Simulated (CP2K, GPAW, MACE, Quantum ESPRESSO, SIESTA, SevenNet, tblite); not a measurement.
**Other levels on random packing of 40Si3N4-60SiO2 (mol %) (69 atoms)**

Density of this cell: 2.52 g/cm³. The cell holds 69 atoms: 27 Si, 24 N and 18 O. Cell: a = 9.700 Å, b = 9.700 Å, c = 9.700 Å, α = 90.0°, β = 90.0°, γ = 90.0°. 69 atoms (27 Si, 24 N, 18 O) packed at random in a cube at 2.52 g/cm³ and pushed apart as soft spheres, cations and anions kept from their own kind; a start for melting by ab initio MD, not an equilibrated structure. Then every atom was moved at random, 0.03 Å r.m.s. a Cartesian component.

Geometry: as built.

The reference, a calculation:

```
method                 : Kohn-Sham DFT, PBE, SSSP efficiency 1.3.0 pseudopotentials, plane waves (Quantum ESPRESSO 7.5); sssp-pbe-1.3.0-efficiency, cutoffs 60/480 Ry, Γ point
r.m.s. force component : 1.567 eV/Å
longest force          : 5.237 eV/Å
pressure               : -19.56 GPa
time                   : 5.1 min on 4 MPI ranks of Intel Xeon Platinum 8375C at 2.90GHz (Ice Lake), shared host
CPU time               : 20 min
```

Runs, in no order:
A. tblite GFN2-xTB: GFN2-xTB tight binding, diagonalisation
B. MACE MPA-0 medium potential: machine-learned interatomic potential MACE MPA-0 medium, trained on PBE(+U) plane-wave data
C. CP2K PBE, DZVP-MOLOPT-SR, 210/50 Ry, diagonalisation: Kohn-Sham DFT, PBE, GTH-PBE pseudopotentials, Gaussian and plane waves, DZVP-MOLOPT-SR-GTH, diagonalisation
D. GPAW PBE, LCAO dzp, h 0.18 Å: Kohn-Sham DFT, PBE, PAW, atomic orbitals (dzp)
E. CP2K PBE, DZVP-MOLOPT-SR, 600/50 Ry, diagonalisation: Kohn-Sham DFT, PBE, GTH-PBE pseudopotentials, Gaussian and plane waves, DZVP-MOLOPT-SR-GTH, diagonalisation

**Question.** Rank the runs by how far their forces lie from the reference's, least first.

E, C, D, B, A.

| run | Δ force, r.m.s. (meV/Å) | share of r.m.s. force (%) | CPU time |
| --- | --- | --- | --- |
| E. CP2K PBE, DZVP-MOLOPT-SR, 600/50 Ry, diagonalisation | 51.7 | 3.30 | 7.8 min |
| C. CP2K PBE, DZVP-MOLOPT-SR, 210/50 Ry, diagonalisation | 75.3 | 4.80 | 5.4 min |
| D. GPAW PBE, LCAO dzp, h 0.18 Å | 269 | 17.1 | 4.8 min |
| B. MACE MPA-0 medium potential | 447 | 28.5 | 8.5 s |
| A. tblite GFN2-xTB | 1079 | 68.9 | 15 s |

Periodic xTB results under one method name differ between programs and library versions. Machine-learned potentials mimic data converged in k, so the reference's own k-point error enters their differences. The electronic-structure runs sample only Γ, in a cell whose shortest periodic width is 10 Å, which is coarse for a cell with partly filled levels.

[Logs are printed without paths, hosts, clocks, repeated set-up lines and the standing remarks that a program may print on its own settings, such as how far it seeks lower states.]

[Hosts, paths, dates, database ids (printed as entryN), source tags and the programs' standing remarks are cut or masked in the printed files.]
